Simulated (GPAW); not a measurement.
Entries from a set of simulations; values are calculated unless marked as measured.

**Quasiparticle gap of Zn2CdS3 (ordered alloy, started on the zincblende lattice) (P3m1) in GPAW**

Symmetry: P3m1, No. 156, trigonal system. The conventional cell has a = 3.832 Å, b = 3.832 Å, c = 9.505 Å, α = 90.00°, β = 90.00°, γ = 120.00°. Zn has 4 S at 2.28 to 2.32 Å nearest. Nearest to S lie 4 Zn at 2.29 to 2.32 Å. Nearest to Zn lie 4 S at 2.29 to 2.33 Å. S has 3 Zn at 2.33 Å and 1 Cd at 2.47 Å nearest. Nearest to Cd lie 4 S at 2.44 to 2.47 Å. Nearest to S lie 1 Zn at 2.28 Å and 3 Cd at 2.44 Å. Farther neighbours and most contacts between anions are not listed.

```yaml
method: DFT, LDA, plane waves, PAW (and 1 further level or step)
program: GPAW 26.7.0
settings_of_one_run: cutoff 600 eV, GPAW PAW setups 1.2.1 data release, 3×3×2 k-mesh, nbands 153
cost: 3 runs, 4.1 min in all on 4 MPI ranks of Arm Neoverse V1, shared host (the runs of this entry)
notes: The structure was built from a prototype and need not be the compound’s stable phase. The structure was relaxed with LDA. The structure type comes from a generator and need not be one that this composition takes. Limits: no spin-orbit coupling. Bands and cutoff are finite, so the gap is not at the basis limit. The miss can reach some tenths of an eV and take either sign; the mesh is an error of its own. The 3×3×2 mesh is coarse for this cell, which bears on the long-range parts of exchange and screening.
lda_gap: 1.41 eV, direct
g0w0_gap_on_the_mesh: 2.66 eV
gw_settings: 3×3×2 mesh, 143 bands, screening to 65 eV, Godby-Needs plasmon pole
known_limits: not at the basis limit; no spin-orbit coupling; coarse k mesh
```

G0W0 moves the gap on the mesh from 1.41 eV to 2.66 eV (+1.26 eV), with Z of 0.79 and 0.81 at the edges. Only 1 of the mesh's irreducible points was corrected, so a valley elsewhere could overtake.

## Quasiparticle gap of Zn2CdS3 (ordered alloy, started on the zincblende lattice) (P3m1) in GPAW

It takes space group P3m1 (No. 156, trigonal). The conventional cell has a = 3.832 Å, b = 3.832 Å, c = 9.505 Å, α = 90.00°, β = 90.00°, γ = 120.00°. Nearest to Zn lie 4 S at 2.28 to 2.32 Å. Nearest to S lie 4 Zn at 2.29 to 2.32 Å. Nearest to Zn lie 4 S at 2.29 to 2.33 Å. Nearest to S lie 3 Zn at 2.33 Å and 1 Cd at 2.47 Å. Nearest to Cd lie 4 S at 2.44 to 2.47 Å. Nearest to S lie 1 Zn at 2.28 Å and 3 Cd at 2.44 Å. Farther neighbours and most contacts between anions are not listed.

```xyz
6
Lattice="3.8319 0.0000 0.0000 -1.9160 3.3185 0.0000 0.0000 0.0000 9.5054" Properties=species:S:1:pos:R:3 pbc="T T T"
Zn    0.0000    0.0000   -0.0885
S     1.9160    1.1062    8.7048
Zn    1.9160    1.1062    6.4143
S     0.0000    2.2124    5.6947
Cd    0.0000    2.2124    3.2243
S     0.0000    0.0000    2.1901
```

```yaml
method: DFT, LDA, plane waves, PAW (and 1 further level or step)
program: GPAW 26.7.0
settings_of_one_run: cutoff 700 eV, GPAW PAW setups 1.2.1 data release, 6×6×2 k-mesh
cost: 5 runs, 16 min in all on 4 MPI ranks of Arm Neoverse V1, shared host (the runs of this entry)
notes: The structure was built from a prototype and need not be the compound’s stable phase. The start is a generated structure, not a measured one. The structure type comes from a generator and need not be one that this composition takes. Limits: no spin-orbit coupling. Bands and cutoff are finite, so the gap is not at the basis limit. The miss can reach some tenths of an eV and take either sign; the mesh is an error of its own. The 3×3×2 mesh is coarse for this cell, which bears on the long-range parts of exchange and screening.
lda_gap: 1.41 eV, direct
g0w0_gap_on_the_mesh: 2.65 eV
gw_settings: 3×3×2 mesh, 189 bands, screening to 78 eV, Godby-Needs plasmon pole
known_limits: not at the basis limit; no spin-orbit coupling; coarse k mesh
```

G0W0 moves the gap on the mesh from 1.41 eV to 2.65 eV (+1.24 eV), with Z of 0.79 and 0.81 at the edges. Only 1 of the mesh's irreducible points was corrected, so a valley elsewhere could overtake.

[Paths, hosts, dates, memory and timing lines, banners, echoed tables and standing remarks are left out of the program output.]

[Logs are printed without paths, hosts, clocks, repeated set-up lines and the standing remarks that a program may print on its own settings, such as how far it seeks lower states.]

[Runs of the session that timed out or met a known fault of the program may be left out.]

[Hosts, paths, dates, database ids (printed as entryN), source tags and the programs' standing remarks are cut or masked in the printed files.]
